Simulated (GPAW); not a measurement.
# Work function of H/Ni(110) at several levels

Aim: the work function of both faces of H/Ni(110), and its spread over functionals and bases.

Method: GPAW, PAW setups; slab in vacuum, relaxation, in the first sound run; inputs show where later runs differ, in GPAW 26.7.0.

This is a report of a sequence of runs, with most program output left out.

### 1. Set-up

The cell holds 6 atoms: 5 Ni and 1 H. Cell: a = 3.520 Å, b = 2.489 Å, c = 20.528 Å, α = 90.0°, β = 90.0°, γ = 90.0°. Vacuum lies along c.

### 2. Relaxation

Forces are removed first; all later runs use this geometry. The lowest 3 atoms are held at bulk positions and keep their forces.

run.py

```python
import json
import numpy as np
from ase import Atoms
from ase.constraints import FixAtoms
from ase.optimize import BFGS
from gpaw import GPAW, PW

slab = Atoms(
    ['Ni', 'Ni', 'Ni', 'Ni', 'Ni', 'H'],
    positions=[
        [0.00000, 0.00000, 7.00000],
        [1.76000, 1.24451, 8.24451],
        [0.00000, 0.00000, 9.48902],
        [1.76000, 1.24451, 10.73352],
        [0.00000, 0.00000, 11.97803],
        [0.00000, 0.00000, 13.52803]],
    cell=[[3.52, 0.0, 0.0], [0.0, 2.48902, 0.0], [0.0, 0.0, 20.52803]],
    pbc=[True, True, False],
    magmoms=[0.7, 0.7, 0.7, 0.7, 0.7, 0.0])

slab.calc = GPAW(mode=PW(500), xc='PBE', kpts={'size': (9, 13, 1), 'gamma': True},
                 occupations={'name': 'fermi-dirac', 'width': 0.1}, nbands='160%',
                 convergence={'density': 1e-05}, maxiter=200,
                 poissonsolver={'dipolelayer': 'xy'},
                 symmetry={'tolerance': 1e-3, 'extra_ids': [1, 1, 1, 0, 0, 0]}, txt='slab.txt')
result = {}
slab.set_constraint(FixAtoms([0, 1, 2]))
path = []
opt = BFGS(slab, maxstep=0.2)
opt.attach(lambda: path.append((slab.get_potential_energy(), slab.positions.tolist(), slab.get_forces().tolist())))
result['relaxed'] = bool(opt.run(fmax=0.03, steps=40))
result['path'] = path
energy = slab.get_potential_energy()
fermi = slab.calc.get_fermi_level()
v = slab.calc.get_electrostatic_potential().mean((0, 1)) - fermi
n = slab.calc.get_pseudo_density().mean((0, 1))
L = slab.cell[2, 2]
z = np.arange(len(v)) * L / len(v)
low, high = slab.positions[:, 2].min(), slab.positions[:, 2].max()
below, above = np.interp([low - 4.8, high + 4.8], z, v)
slopes = [np.interp(x, z, np.gradient(v, z)) for x in (low - 4.8, high + 4.8)]
eps = np.array([[slab.calc.get_eigenvalues(k, s) for k in range(len(slab.calc.get_ibz_k_points()))]
                for s in range(slab.calc.get_number_of_spins())]) - fermi
top, bottom = eps[eps < 0].max(), eps[eps > 0].min()
dipole = slab.get_dipole_moment()[2]
print(f'energy {energy:.4f} eV, Fermi level {fermi:.4f} eV, dipole {dipole:.5f} e A')
print(f'potential 4.8 A off the faces, from the Fermi level: lower {below:.4f} eV, upper {above:.4f} eV')
print(f'slope of the potential there: lower {slopes[0]:.5f}, upper {slopes[1]:.5f} eV/A')
print(f'nearest levels on the mesh: {top:.4f} and {bottom:.4f} eV')
print('magnetic moment', round(slab.get_magnetic_moment(), 3))
result.update(energy=energy, fermi=fermi, dipole=dipole, below=below, above=above, slopes=slopes, edges=[top, bottom],
              z=z.tolist(), v=v.tolist(), n=n.tolist(), positions=slab.positions.tolist(),
              forces=slab.get_forces(apply_constraint=False).tolist(), moments=slab.get_magnetic_moments().tolist())
json.dump(result, open('result.json', 'w'))
```

Started as:

```bash
> OMP_NUM_THREADS=1 OPENBLAS_NUM_THREADS=1 python run.py
```

It took 4.9 h on 1 thread of Arm Neoverse N1, shared host; peak memory 0.6 GiB.

Step by step:

| step | energy less that of the first step (eV) | largest force (eV/Å) |
| --- | --- | --- |
| 1 | 0.0000 | 0.8750 |
| 2 | -0.0168 | 0.6744 |
| 3 | -0.0379 | 0.4262 |
| 4 | -0.0407 | 0.2573 |
| 5 | -0.0457 | 0.1536 |
| 6 | -0.0486 | 0.1421 |
| 7 | -0.0493 | 0.0766 |
| 8 | -0.0495 | 0.0514 |
| 9 | -0.0497 | 0.0651 |
| 10 | -0.0501 | 0.0906 |
| 11 | -0.0506 | 0.0784 |
| 12 | -0.0509 | 0.0313 |
| 13 | -0.0509 | 0.0067 |

The atoms that moved most (Å):

| atom | dx | dy | dz | length |
| --- | --- | --- | --- | --- |
| H6 | 0.000 | 0.000 | -0.094 | 0.094 |
| Ni4 | 0.000 | 0.000 | 0.053 | 0.053 |
| Ni5 | 0.000 | 0.000 | -0.014 | 0.014 |

Final coordinates:

```xyz
6
Lattice="3.5200 0.0000 0.0000 0.0000 2.4890 0.0000 0.0000 0.0000 20.5280" Properties=species:S:1:pos:R:3
Ni    0.0000    0.0000    7.0000
Ni    1.7600    1.2445    8.2445
Ni    0.0000    0.0000    9.4890
Ni    1.7600    1.2445   10.7869
Ni    0.0000    0.0000   11.9639
H     0.0000    0.0000   13.4336
```

This step gave:

| Property | Result |
| --- | --- |
| dipole along the normal | -0.06148 e·Å |
| levels nearest the Fermi level on the mesh | -1.10e-4, 0.001214 eV from the Fermi level |
| upper work function | 5.825 eV |
| lower work function | 4.557 eV |
| site moments | 0.8181, 0.6942, 0.5935, 0.6369, 0.3797, -0.009696 μB |
| sum of the site moments | 3.113 μB |

The electrostatic potential energy of an electron (without an applied field's), less the Fermi level, planar mean oscillates, so the rows of the table below give means over windows of 1.24 Å about each position, cut where the curve ends. Its maxima inside the range that stand out by 2 % of the span (Å: eV): 7.6: -5.84, 8.8: -6.10, 10.2: -5.27, 11.4: -7.00, 13.1: 3.47, 17.5: 5.82. Its minima: 7.0: -10.4, 8.3: -11.0, 9.5: -10.9, 10.8: -11.1, 11.9: -10.5, 13.4: 2.71.

Table of electrostatic potential energy of an electron (without an applied field's), less the Fermi level, planar mean by z; means over each step:

z (Å), electrostatic potential energy of an electron (without an applied field's), less the Fermi level, planar mean (eV) and a bar from the least value:
```
     0.62        4.7 ############################
     1.86        4.6 ###########################
     3.10        4.6 ###########################
     4.34        4.5 ###########################
     5.58        3.4 #########################
     6.82       -6.4 ####
     8.06       -8.4 
     9.30       -8.4 
    10.54       -8.3 
    11.78       -8.2 
    13.02        2.0 ######################
    14.26        5.3 #############################
    15.50        5.8 ##############################
    16.74        5.8 ##############################
    17.98        5.8 ##############################
    19.22        5.8 ##############################
```

The pseudo valence density, planar mean oscillates, so the rows of the table below give means over windows of 1.24 Å about each position, cut where the curve ends. Its maxima inside the range that stand out by 2 % of the span (Å: e/Å³): 7.0: 2.39, 8.2: 2.37, 9.5: 2.44, 10.8: 2.41, 12.0: 2.40. Its minima: 7.6: 0.643, 8.9: 0.671, 10.1: 0.602, 11.4: 0.740.

The pseudo valence density, planar mean by z; means over each step:

| z (Å) | pseudo valence density, planar mean (e/Å³) |
| --- | --- |
| 3.10 | 7.9e-5 |
| 4.34 | 0.00172 |
| 5.58 | 0.0447 |
| 6.82 | 1.31 |
| 8.06 | 1.46 |
| 9.30 | 1.47 |
| 10.54 | 1.43 |
| 11.78 | 1.47 |
| 13.02 | 0.236 |
| 14.26 | 0.0296 |
| 15.50 | 6.7e-4 |
| 16.74 | 1.3e-5 |

Site moment by atom:

| atom | site moment (μB) |
| --- | --- |
| Ni1 | 0.818 |
| Ni2 | 0.694 |
| Ni3 | 0.593 |
| Ni4 | 0.637 |
| Ni5 | 0.380 |
| H6 | -0.010 |

The relaxation lowered the energy of the cell by 0.0509 eV (energies extrapolated to zero smearing; the optimiser's log prints free energies). The largest force left on a free atom is 0.0067 eV/Å.

### 3. The slab's potential

The work function is the vacuum plateau of the electrostatic potential less the Fermi level; a dipole layer lets the two faces have plateaus of their own.

This step: GPAW, PAW setups; slab in vacuum (GPAW 26.7.0).

run.py, as its differences from that of step 2:

```diff
@@ -3,4 +3,2 @@
 from ase import Atoms
-from ase.constraints import FixAtoms
-from ase.optimize import BFGS
 from gpaw import GPAW, PW
@@ -13,5 +11,5 @@
         [0.00000, 0.00000, 9.48902],
-        [1.76000, 1.24451, 10.73352],
-        [0.00000, 0.00000, 11.97803],
-        [0.00000, 0.00000, 13.52803]],
+        [1.76000, 1.24451, 10.78686],
+        [-0.00000, 0.00000, 11.96390],
+        [-0.00000, -0.00000, 13.43360]],
     cell=[[3.52, 0.0, 0.0], [0.0, 2.48902, 0.0], [0.0, 0.0, 20.52803]],
@@ -24,10 +22,4 @@
                  poissonsolver={'dipolelayer': 'xy'},
-                 symmetry={'tolerance': 1e-3, 'extra_ids': [1, 1, 1, 0, 0, 0]}, txt='slab.txt')
+                 symmetry={'tolerance': 1e-3}, txt='slab.txt')
 result = {}
-slab.set_constraint(FixAtoms([0, 1, 2]))
-path = []
-opt = BFGS(slab, maxstep=0.2)
-opt.attach(lambda: path.append((slab.get_potential_energy(), slab.positions.tolist(), slab.get_forces().tolist())))
-result['relaxed'] = bool(opt.run(fmax=0.03, steps=40))
-result['path'] = path
 energy = slab.get_potential_energy()
```

It took 33 min on 1 thread; peak memory 0.59 GiB.

Numbers from this step:

| Item | Value |
| --- | --- |
| dipole along the normal | -0.06151 e·Å |
| levels nearest the Fermi level on the mesh | -8.64e-5, 0.001098 eV from the Fermi level |
| site moments | 0.8181, 0.6942, 0.5934, 0.6370, 0.3800, -0.009711 μB |

The electrostatic potential energy of an electron (without an applied field's), less the Fermi level, planar mean oscillates, so the rows of the table below give means over windows of 1.24 Å about each position, cut where the curve ends. Its maxima inside the range that stand out by 2 % of the span (Å: eV): 7.6: -5.84, 8.8: -6.10, 10.2: -5.27, 11.4: -7.00, 13.1: 3.47, 17.3: 5.82. Its minima: 7.0: -10.4, 8.3: -11.0, 9.5: -10.9, 10.8: -11.1, 11.9: -10.5, 13.4: 2.71.

Electrostatic potential energy of an electron (without an applied field's), less the Fermi level, planar mean against z; means over each step:

| z (Å) | electrostatic potential energy of an electron (without an applied field's), less the Fermi level, planar mean (eV) |
| --- | --- |
| 0.62 | 4.65 |
| 1.86 | 4.56 |
| 3.10 | 4.56 |
| 4.34 | 4.51 |
| 5.58 | 3.45 |
| 6.82 | -6.38 |
| 8.06 | -8.44 |
| 9.30 | -8.41 |
| 10.54 | -8.27 |
| 11.78 | -8.20 |
| 13.02 | 1.96 |
| 14.26 | 5.26 |
| 15.50 | 5.81 |
| 16.74 | 5.82 |
| 17.98 | 5.82 |
| 19.22 | 5.82 |

The pseudo valence density, planar mean oscillates, so the rows of the table below give means over windows of 1.24 Å about each position, cut where the curve ends. Its maxima inside the range that stand out by 2 % of the span (Å: e/Å³): 7.0: 2.39, 8.2: 2.37, 9.5: 2.44, 10.8: 2.41, 12.0: 2.40. Its minima: 7.6: 0.643, 8.9: 0.671, 10.1: 0.602, 11.4: 0.740.

The pseudo valence density, planar mean by z; means over each step:

(Unchanged from step 2.)

Force by atom:

| atom | x (eV/Å) | y (eV/Å) | z (eV/Å) | size |
| --- | --- | --- | --- | --- |
| Ni1 | 0.000 | 0.000 | 0.460 | 0.460 |
| Ni2 | 0.000 | 0.000 | -0.408 | 0.408 |
| Ni3 | 0.000 | 0.000 | -0.052 | 0.052 |
| Ni4 | 0.000 | 0.000 | 0.000 | 0.000 |
| Ni5 | 0.000 | 0.000 | -0.006 | 0.006 |
| H6 | 0.000 | 0.000 | 0.007 | 0.007 |

The potential is flat to 5.3e-4 eV/Å where it is read, so the vacuum is wide enough.

### 4. Self-consistent run: xc = "RPBE"

The same geometry under RPBE, to see how far the functional moves the levels against the vacuum.

run.py, as its differences from that of step 3:

```diff
@@ -18,3 +18,3 @@
 
-slab.calc = GPAW(mode=PW(500), xc='PBE', kpts={'size': (9, 13, 1), 'gamma': True},
+slab.calc = GPAW(mode=PW(500), xc='RPBE', kpts={'size': (9, 13, 1), 'gamma': True},
                  occupations={'name': 'fermi-dirac', 'width': 0.1}, nbands='160%',
```

Elapsed: 29 min, on 1 thread; peak memory 0.59 GiB.

This step gave:

* dipole along the normal: -0.06753 e·Å
* levels nearest the Fermi level on the mesh: -0.003902, 0.003350 eV from the Fermi level
* upper work function: 5.773 eV
* lower work function: 4.381 eV
* site moments: 0.8245, 0.7033, 0.6013, 0.6501, 0.3913, -0.01013 μB
* sum of the site moments: 3.160 μB

The electrostatic potential energy of an electron (without an applied field's), less the Fermi level, planar mean oscillates, so the rows of the table below give means over windows of 1.24 Å about each position, cut where the curve ends. Its maxima inside the range that stand out by 2 % of the span (Å: eV): 7.6: -6.00, 8.8: -6.26, 10.2: -5.43, 11.4: -7.16, 13.1: 3.37, 17.5: 5.77. Its minima: 7.0: -10.6, 8.3: -11.2, 9.5: -11.1, 10.8: -11.3, 11.9: -10.6, 13.4: 2.64.

Table of electrostatic potential energy of an electron (without an applied field's), less the Fermi level, planar mean by z; means over each step:

z (Å), electrostatic potential energy of an electron (without an applied field's), less the Fermi level, planar mean (eV) and a bar from the least value:
```
     0.62        4.5 ###########################
     1.86        4.4 ###########################
     3.10        4.4 ###########################
     4.34        4.3 ###########################
     5.58        3.3 #########################
     6.82       -6.5 ####
     8.06       -8.6 
     9.30       -8.6 
    10.54       -8.4 
    11.78       -8.4 
    13.02        1.9 ######################
    14.26        5.2 #############################
    15.50        5.8 ##############################
    16.74        5.8 ##############################
    17.98        5.8 ##############################
    19.22        5.8 ##############################
```

Pseudo valence density, planar mean against z:

| z (Å) | pseudo valence density, planar mean (e/Å³) |
| --- | --- |
| 0.00 | 0 |
| 0.57 | 0 |
| 1.14 | 0 |
| 1.71 | 0 |
| 2.28 | 8.2e-6 |
| 2.66 | 2.1e-5 |
| 3.23 | 8.3e-5 |
| 3.80 | 3.3e-4 |
| 4.37 | 0.00129 |
| 4.94 | 0.00516 |
| 5.51 | 0.0220 |
| 6.08 | 0.106 |
| 6.65 | 1.11 |
| 7.22 | 1.79 |
| 7.60 | 0.641 |
| 8.17 | 2.37 |
| 8.74 | 0.755 |
| 9.31 | 2.02 |
| 9.88 | 1.03 |
| 10.45 | 1.29 |
| 11.02 | 1.75 |
| 11.59 | 1.16 |
| 12.16 | 1.82 |
| 12.73 | 0.215 |
| 13.12 | 0.155 |
| 13.69 | 0.0911 |
| 14.26 | 0.0176 |
| 14.83 | 0.00301 |
| 15.40 | 5.1e-4 |
| 15.97 | 8.5e-5 |
| 16.54 | 1.4e-5 |
| 17.11 | 0 |
| 17.68 | 0 |
| 18.06 | 0 |
| 18.63 | 0 |
| 19.20 | 0 |
| 19.77 | 0 |
| 20.34 | 0 |

Site moment by atom:

| atom | site moment (μB) |
| --- | --- |
| Ni1 | 0.825 |
| Ni2 | 0.703 |
| Ni3 | 0.601 |
| Ni4 | 0.650 |
| Ni5 | 0.391 |
| H6 | -0.010 |

Force by atom:

| atom | x (eV/Å) | y (eV/Å) | z (eV/Å) | size |
| --- | --- | --- | --- | --- |
| Ni1 | 0.000 | 0.000 | 0.181 | 0.181 |
| Ni2 | 0.000 | 0.000 | -0.457 | 0.457 |
| Ni3 | 0.000 | 0.000 | -0.045 | 0.045 |
| Ni4 | 0.000 | 0.000 | 0.026 | 0.026 |
| Ni5 | 0.000 | 0.000 | 0.170 | 0.170 |
| H6 | 0.000 | 0.000 | 0.123 | 0.123 |

The upper face's work function is 5.773 eV, against 5.825 eV in the first plane-wave PBE run at this geometry.

### 5. Self-consistent run: xc = "LDA"

The same geometry under LDA, to see how far the functional moves the levels against the vacuum.

run.py, as its differences from that of step 4:

```diff
@@ -18,3 +18,3 @@
 
-slab.calc = GPAW(mode=PW(500), xc='RPBE', kpts={'size': (9, 13, 1), 'gamma': True},
+slab.calc = GPAW(mode=PW(500), xc='LDA', kpts={'size': (9, 13, 1), 'gamma': True},
                  occupations={'name': 'fermi-dirac', 'width': 0.1}, nbands='160%',
```

Run time: 33 min. Hardware: 1 thread; peak memory 0.58 GiB.

Numbers from this step:

```
dipole along the normal                    : -0.04788 e·Å
levels nearest the Fermi level on the mesh : -0.001961, 0.004232 eV from the Fermi level
upper work function                        : 5.920 eV
lower work function                        : 4.934 eV
site moments                               : 0.7868, 0.6584, 0.5580, 0.5857, 0.3350, -0.007276 μB
sum of the site moments                    : 2.917 μB
```

The electrostatic potential energy of an electron (without an applied field's), less the Fermi level, planar mean oscillates, so the rows of the table below give means over windows of 1.24 Å about each position, cut where the curve ends. Its maxima inside the range that stand out by 2 % of the span (Å: eV): 7.6: -5.35, 8.8: -5.59, 10.2: -4.78, 11.4: -6.49, 13.1: 3.68, 17.5: 5.92. Its minima: 7.0: -10.0, 8.3: -10.6, 9.5: -10.5, 10.8: -10.7, 11.9: -10.0, 13.4: 2.83.

The electrostatic potential energy of an electron (without an applied field's), less the Fermi level, planar mean by z; means over each step:

| z (Å) | electrostatic potential energy of an electron (without an applied field's), less the Fermi level, planar mean (eV) |
| --- | --- |
| 0.62 | 5.01 |
| 1.86 | 4.93 |
| 3.10 | 4.93 |
| 4.34 | 4.89 |
| 5.58 | 3.85 |
| 6.82 | -5.95 |
| 8.06 | -7.95 |
| 9.30 | -7.93 |
| 10.54 | -7.78 |
| 11.78 | -7.73 |
| 13.02 | 2.21 |
| 14.26 | 5.34 |
| 15.50 | 5.91 |
| 16.74 | 5.92 |
| 17.98 | 5.92 |
| 19.22 | 5.92 |

The upper face's work function is 5.920 eV, against 5.825 eV in the first plane-wave PBE run at this geometry.

### 6. OptPBE vdW: xc = "optPBE-vdW"

The same geometry under optPBE-vdW, to see how far the functional moves the levels against the vacuum (the van der Waals functionals take revPBE setups).

run.py, as its differences from that of step 5:

```diff
@@ -18,3 +18,3 @@
 
-slab.calc = GPAW(mode=PW(500), xc='LDA', kpts={'size': (9, 13, 1), 'gamma': True},
+slab.calc = GPAW(mode=PW(500), xc='optPBE-vdW', kpts={'size': (9, 13, 1), 'gamma': True},
                  occupations={'name': 'fermi-dirac', 'width': 0.1}, nbands='160%',
```

Run time: 35 min. Hardware: 1 thread; peak memory 0.76 GiB.

This step gave:

```yaml
dipole_along_the_normal: -0.06409 e·Å
levels_nearest_the_fermi_level_on_the_mesh: -5.36e-4, 0.004760 eV from the Fermi level
upper_work_function: 6.077 eV
lower_work_function: 4.756 eV
site_moments: 0.7868, 0.6629, 0.5603, 0.5959, 0.3406, -0.008389 μB
sum_of_the_site_moments: 2.938 μB
```

The upper face's work function is 6.077 eV, against 5.825 eV in the first plane-wave PBE run at this geometry.

### 7. Self-consistent run: xc = "revPBE"

The same geometry under revPBE, to see how far the functional moves the levels against the vacuum.

run.py, as its differences from that of step 6:

```diff
@@ -18,3 +18,3 @@
 
-slab.calc = GPAW(mode=PW(500), xc='optPBE-vdW', kpts={'size': (9, 13, 1), 'gamma': True},
+slab.calc = GPAW(mode=PW(500), xc='revPBE', kpts={'size': (9, 13, 1), 'gamma': True},
                  occupations={'name': 'fermi-dirac', 'width': 0.1}, nbands='160%',
```

Elapsed: 33 min, on 1 thread; peak memory 0.59 GiB.

Numbers from this step:

* dipole along the normal: -0.06601 e·Å
* levels nearest the Fermi level on the mesh: -0.003648, 0.002240 eV from the Fermi level
* upper work function: 5.764 eV
* lower work function: 4.404 eV
* site moments: 0.8227, 0.7008, 0.5992, 0.6467, 0.3881, -0.01000 μB
* sum of the site moments: 3.147 μB

The upper face's work function is 5.764 eV, against 5.825 eV in the first plane-wave PBE run at this geometry.

### 8. Self-consistent run: xc = "vdW-DF2"

The same geometry under vdW-DF2, to see how far the functional moves the levels against the vacuum (the van der Waals functionals take revPBE setups).

run.py, as its differences from that of step 7:

```diff
@@ -18,3 +18,3 @@
 
-slab.calc = GPAW(mode=PW(500), xc='revPBE', kpts={'size': (9, 13, 1), 'gamma': True},
+slab.calc = GPAW(mode=PW(500), xc='vdW-DF2', kpts={'size': (9, 13, 1), 'gamma': True},
                  occupations={'name': 'fermi-dirac', 'width': 0.1}, nbands='160%',
```

Run time: 33 min. Hardware: 1 thread; peak memory 0.76 GiB.

This step gave:

```yaml
dipole_along_the_normal: -0.06568 e·Å
levels_nearest_the_fermi_level_on_the_mesh: -3.15e-4, 0.004636 eV from the Fermi level
upper_work_function: 6.334 eV
lower_work_function: 4.980 eV
site_moments: 0.7665, 0.6423, 0.5375, 0.5645, 0.3123, -0.008053 μB
sum_of_the_site_moments: 2.815 μB
```

The electrostatic potential energy of an electron (without an applied field's), less the Fermi level, planar mean oscillates, so the rows of the table below give means over windows of 1.24 Å about each position, cut where the curve ends. Its maxima inside the range that stand out by 2 % of the span (Å: eV): 7.6: -5.87, 8.8: -6.16, 10.2: -5.36, 11.4: -7.03, 13.1: 3.59, 17.5: 6.33. Its minima: 7.0: -10.4, 8.3: -11.1, 9.5: -11.0, 10.8: -11.2, 11.9: -10.5, 13.4: 2.98.

Electrostatic potential energy of an electron (without an applied field's), less the Fermi level, planar mean against z; means over each step:

| z (Å) | electrostatic potential energy of an electron (without an applied field's), less the Fermi level, planar mean (eV) |
| --- | --- |
| 0.62 | 5.08 |
| 1.86 | 4.98 |
| 3.10 | 4.98 |
| 4.34 | 4.91 |
| 5.58 | 3.73 |
| 6.82 | -6.31 |
| 8.06 | -8.48 |
| 9.30 | -8.47 |
| 10.54 | -8.34 |
| 11.78 | -8.22 |
| 13.02 | 2.07 |
| 14.26 | 5.72 |
| 15.50 | 6.32 |
| 16.74 | 6.33 |
| 17.98 | 6.33 |
| 19.22 | 6.33 |

The upper face's work function is 6.334 eV, against 5.825 eV in the first plane-wave PBE run at this geometry.

(Continued in part 2 of 2.)

[Logs are printed without paths, hosts, clocks, repeated set-up lines and the standing remarks that a program may print on its own settings, such as how far it seeks lower states.]

[Hosts, paths, dates, database ids (printed as entryN), source tags and the programs' standing remarks are cut or masked in the printed files.]
